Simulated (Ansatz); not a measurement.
# armchair BAs nanoribbon (N = 3, H edges): bands by functional and under strain, part 4 of 4

What gap, if any, does the armchair BAs nanoribbon (N = 3, H edges) have, and how does it change with the functional and under strain?

Ansatz 0.2.0; DFT PBE, plane waves, PAW; relaxation of a wire's period (the session's first sound run).

So far, band gap (eV): step 3 (bands of the perfect wire, PBE) 1.37; step 6 (levels at the same atoms, level r2SCAN, cutoff 500 eV, r2SCAN PBE) 1.61; step 7 (levels at the same atoms, level HSE06, cutoff 420 eV, HSE06 PBE) 1.91; step 9 (with spin-orbit coupling, PBE spin-orbit) 1.37; step 10 (strain along the wire, period over the relaxed period 0.94, k-mesh 1×1×11, PBE) 1.21.

## 11. Strain along the wire, period over the relaxed period 1.03, k-mesh 1×1×10 (continued)

Level of this step: DFT PBE, plane waves, PAW; relaxation at a fixed period (Ansatz).

Step by step:

```
step  energy less that of the first step (eV)  largest force component (eV/Å)
   1                                   0.0000                          0.4289
   2                                  -0.0494                          0.1575
   3                                  -0.0560                          0.0238
   4                                  -0.0561                          0.0072
```

Forces are held to the 4 operations that the run works with; a distortion that breaks them can't arise in this run.

The atoms that moved most (Å):

| atom | dx | dy | dz | length |
| --- | --- | --- | --- | --- |
| H6 | -0.002 | 0.000 | -0.091 | 0.091 |
| H5 | 0.002 | 0.000 | -0.091 | 0.091 |
| H9 | 0.006 | 0.000 | 0.085 | 0.085 |
| H10 | -0.006 | 0.000 | 0.085 | 0.085 |
| B2 | -0.029 | 0.000 | 0.024 | 0.038 |
| B1 | 0.029 | 0.000 | 0.024 | 0.038 |
| As3 | 0.030 | 0.000 | -0.018 | 0.035 |
| As4 | -0.030 | 0.000 | -0.018 | 0.035 |

Final coordinates:

```xyz
10
Lattice="12.9930 0.0000 0.0000 0.0000 7.0000 0.0000 0.0000 0.0000 6.0915" Properties=species:S:1:pos:R:3
B     4.8344    3.5000    0.0356
B     8.1585    3.5000    0.0356
As    4.9125    3.5000    1.9675
As    8.0804    3.5000    1.9675
H     3.5872    3.5000    2.6761
H     9.4057    3.5000    2.6761
B     6.4964    3.5000    3.1003
As    6.4964    3.5000    5.1093
H     3.7576    3.5000    5.6108
H     9.2353    3.5000    5.6108
```

This step gave:

| Property | Result |
| --- | --- |
| band gap | 1.431 eV |

Electronic bands along the path, in eV, zero at the Fermi level:

```csv
point,band 26,band 27,band 28,band 29,band 30,band 31,band 32,band 33
Γ,-3.09,-3.01,-1.47,-0.72,0.72,2.08,2.69,3.26
halfway,-3.29,-3.18,-1.53,-1.42,1.69,1.85,2.47,3.39
Z,-3.65,-2.71,-2.35,-1.37,1.64,2.54,2.64,2.84
```

The gap is 1.43 eV, against 1.37 eV under PBE at the relaxed period.

## 12. The same system on other settings

This step: DFT LDA, plane waves, PAW; bands of a perfect wire at the PBE geometry; changed: scf.convergence.dr2_threshold = 1e-06, kpoints.mp_grid.shift = [0.0, 0.0, 0.5] (Ansatz 0.2.0).

The atoms of the band run (LDA) are kept and the input is varied, to see whether the result depends on it.

The input, input.yaml:

```yaml
crystal:
  lattice:
    - [12.993, 0.0, 0.0]
    - [0.0, 7.0, 0.0]
    - [0.0, 0.0, 5.9140757994]
  atoms:
    - { symbol: B, position: [0.369814341, 0.5, 0.001954429] }
    - { symbol: B, position: [0.630177639, 0.5, 0.001954429] }
    - { symbol: As, position: [0.375766649, 0.5, 0.325962373] }
    - { symbol: As, position: [0.624225331, 0.5, 0.325962373] }
    - { symbol: H, position: [0.275960502, 0.5, 0.454242886] }
    - { symbol: H, position: [0.724031478, 0.5, 0.454242886] }
    - { symbol: B, position: [0.49999599, 0.5, 0.50665711] }
    - { symbol: As, position: [0.49999599, 0.5, 0.840919262] }
    - { symbol: H, position: [0.288748765, 0.5, 0.907147363] }
    - { symbol: H, position: [0.711243215, 0.5, 0.907147363] }
kpoints:
  mp_grid: { grid: [1, 1, 11], shift: [0.0, 0.0, 0.5] }
  band_path: { path: ["Γ", Z], npoints: 50 }
scf:
  occupations: { method: fermi_dirac, width: 0.05 }
  convergence: { dr2_threshold: 1.0e-06 }
hamiltonian:
  xc: lda
```

Launch:

```sh
ansatz run input.yaml --threads 8 --pin off --max-ram 16384MiB --backend cpu --events-out ev --progress --plain --runs-dir out
```

Numbers of over 12 decimals in the logs are rounded to 6 here.

The program printed:

```text
[...]
Crystal: 10 atoms, lattice volume = 537.891 Å³
Basis set: ecut = 420 eV, 10559 PW (Γ)
Bands: 39, of which v1, the nominal top of the filled ones, is band 29 counted from 1 (28 counted from 0)
Symmetry: 4 space group operations
[...]
k-points: 6 of 11 (time reversal used)
[...]
SCF iter   1: F=—  HF=-14828.608202 eV  |F-HF|=—  |Δ(HF+E_count)|=         —  Δρ=4.53e-3  dr2=1.37e-1  ethr=1.77e-3  ⟨swp⟩=7.7  Hψ=1112  notcnv=0  defer=3
[...]
SCF iter   7: F=-14828.586479 eV  HF=-14828.586479 eV  |F-HF|=2.06e-7  |Δ(HF+E_count)|=   1.70e-6  Δρ=5.41e-6  dr2=3.19e-7  ethr=1.72e-9  ⟨swp⟩=13.5  Hψ=926  notcnv=0
SCF 1 converged in 7 iterations: F = -14828.586479 eV  dr2 = 3.19e-7
[...]
SCF converged after 7 iterations
Free energy (F): -14828.586479 eV
[...]
Internal energy: -14828.586479 eV  (E = F + TS)
E sigma→0 (E₀):  -14828.586479 eV
Entropy (-TS):   -0.000000 eV (-0.000 meV/atom)
Fermi energy:    -1.882774 eV
[...]
--- Band table (eV; the first three rows and the last of 6) ---
  k-point 0: bands = [... 25 lower, -4.9933, -4.8988, -3.4994, -2.6112, -1.1544, 0.1208, 0.7540, 1.4325, ... 6 higher]
  k-point 1: bands = [... 25 lower, -5.0669, -4.9669, -3.4804, -2.9265, -0.8073, 0.0291, 0.7028, 1.4823, ... 6 higher]
  k-point 2: bands = [... 25 lower, -5.1954, -5.1444, -3.4472, -3.3376, -0.3349, -0.1175, 0.6155, 1.5244, ... 6 higher]
  k-point 5: bands = [... 25 lower, -5.5690, -4.6624, -4.3370, -3.3672, -0.4194, 0.6670, 0.7839, 0.9370, ... 6 higher]
```

Run time: 2.5 s. Hardware: 8 threads of AMD EPYC 9R45, shared host; peak memory 1.6 GiB.

This step gave:

```yaml
band_gap: 1.349 eV
```

It took 2.5 s against 2.5 s for the run it varies.

The band gap stays within 0.2 % plus 0.001 of the run it varies.

## 13. A repeat with changed settings

This step: DFT LDA, plane waves, PAW; bands of a perfect wire at the PBE geometry; changed: ENCUT = 400, scf.max_iter = 50 (Ansatz 0.2.0).

The input of the band run (LDA) is made doubtful on purpose.

Edit input.yaml of step 12 so:

```diff
@@ -17,3 +17,3 @@
 kpoints:
-  mp_grid: { grid: [1, 1, 11], shift: [0.0, 0.0, 0.5] }
+  mp_grid: { grid: [1, 1, 11] }
   band_path: { path: ["Γ", Z], npoints: 50 }
@@ -21,4 +21,5 @@
   occupations: { method: fermi_dirac, width: 0.05 }
-  convergence: { dr2_threshold: 1.0e-06 }
+  max_iter: 50
 hamiltonian:
   xc: lda
+ENCUT: 400
```

The program printed:

```text
Error: YAML parse error: error: line 25 column 1: unknown field `ENCUT`, expected one of crystal, accuracy, basis, kpoints, hamiltonian, magnetization, projection, total_charge, correlation, batch, efield, external_charges, scf, relax, neb, saddle, md, ramp, phonons, dielectric, real_time, elastic, magnetic_configurations, gw, evaluate, workflow, output, checkpoint, execution
  --> <input>:25:1
   |
23 | hamiltonian:
24 |   xc: lda
25 | ENCUT: 400
   | ^ unknown field `ENCUT`, expected one of crystal, accuracy, basis, kpoints, hamiltonian, magnetization, projection, total_charge, correlation, batch, efield, external_charges, scf, relax, neb, saddle, md, ramp, phonons, dielectric, real_time, elastic, magnetic_configurations, gw, evaluate, workflow, output, checkpoint, execution
```

Wall time 0.02 s (8 threads); peak memory 0.031 GiB.

The input was rejected at the start.

The program's message: “Error: YAML parse error: error: line 25 column 1: unknown field `ENCUT`, expected one of crystal, accuracy, basis, kpoints, hamiltonian, magnetization, projection, total_charge, correlation, batch, ef …”

The change that led to it: ENCUT = 400.

## 14. Outcome

| Property | Result |
| --- | --- |
| cell length, PBE | 5.914 Å |
| conductance, PBE | 6.1e-12 G₀ |
| gap, PBE | 1.37 eV |
| gap, LDA | 1.35 eV |
| gap, PBEsol | 1.37 eV |
| gap, r2SCAN | 1.61 eV |
| gap, HSE06 | 1.91 eV |
| gap, with spin-orbit coupling | 1.37 eV |
| gap, period scaled by 0.94 | 1.21 eV |
| gap, period scaled by 1.03 | 1.43 eV |

**Reading.** Under PBE the cell's length is 5.91 Å, and a gap of 1.37 eV makes it a semiconductor. At the relaxed period the wire is gapped under every functional, from 1.35 eV (LDA) to 1.91 eV (HSE06). Weak screening in one dimension makes quasiparticle gaps larger than the semilocal gaps, as a rule. Strain matters: under PBE the gap goes from 1.37 eV to 1.21 eV at 0.94 times the period and 1.43 eV at 1.03 times the period. Transport is coherent and elastic here: the atoms are frozen, so scattering by vibrations plays no part. A hybrid's gap is read on a coarse mesh, without a band path.

[Logs are printed without paths, hosts, clocks, repeated set-up lines and the standing remarks that a program may print on its own settings, such as how far it seeks lower states.]

[Hosts, paths, dates, database ids (printed as entryN), source tags and the programs' standing remarks are cut or masked in the printed files.]
